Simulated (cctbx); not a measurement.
# What resolution and counting buy: Ho5Ag2Sb

Space group I4/mcm (no. 140), a = 8.0010 Å, b = 8.0010 Å, c = 13.0110 Å, α = 90.00°, β = 90.00°, γ = 90.00°.

| atom | mult. | x | y | z | Ueq (Å²) |
| --- | --- | --- | --- | --- | --- |
| Ho1 | 16 | 0.3397 | 0.1603 | 0.1396 | 0.0043 |
| Ho2 | 4 | 0 | 0 | 0 | 0.0050 |
| Sb1 | 4 | 1/2 | 1/2 | 1/4 | 0.0061 |
| Ag1 | 8 | 0.1353 | 0.3647 | 0 | 0.0061 |

The model was made for the exercise: a known structure type with other elements put in, its volume estimated, not relaxed; displacement parameters are assumed.

Five simulated data sets (cctbx; Mo Kα, λ = 0.71073 Å; 2 % proportional error) differ in resolution or exposure (noise floor 8 counts in the first three, 8 in the last two). Each is refined with the right model, isotropic at 1.1 Å and anisotropic otherwise. How do the figures of merit and the uncertainties move?

```csv
d min (Å),top counts,"⟨I/σ⟩ (unmerged, absences included)",unique,param. (scale apart),Rint,R1,GooF,largest s.u. xyz (fractional),s.u. U of Ag1 (Å²),largest error (Å)
1.1,40000,12.1,98,7,0.017,0.0076,1.68,0.00009,0.0004,0.0009
0.84,40000,11.1,215,14,0.019,0.0064,0.98,0.00003,0.0001,0.0003
0.6,40000,10.3,567,14,0.021,0.0067,0.94,0.00002,0.0000,0.0003
0.75,300,0.7,299,14,0.344,0.0651,0.92,0.00060,0.0021,0.0042
0.75,3000,3.5,299,14,0.063,0.0223,0.92,0.00010,0.0004,0.0005
```

GooF reaches 1.68 where the model lacks something that the data hold (anisotropy at the isotropic level, for one). The s.u. of U for Ag1 goes 0.0004, 0.0001, 0.0000 Å² with resolution and 0.0021, 0.0004 Å² with exposure.

The 1.1 Å row also differs in its displacement model, so it isn't a clean test of resolution.

Hardware for the 0.6 Å refinement: 0.45 s on 1 thread of Arm Neoverse V2, with other jobs on the host, peak memory 0.09 GiB.

[Logs are printed without paths, hosts, clocks, repeated set-up lines and the standing remarks that a program may print on its own settings, such as how far it seeks lower states.]
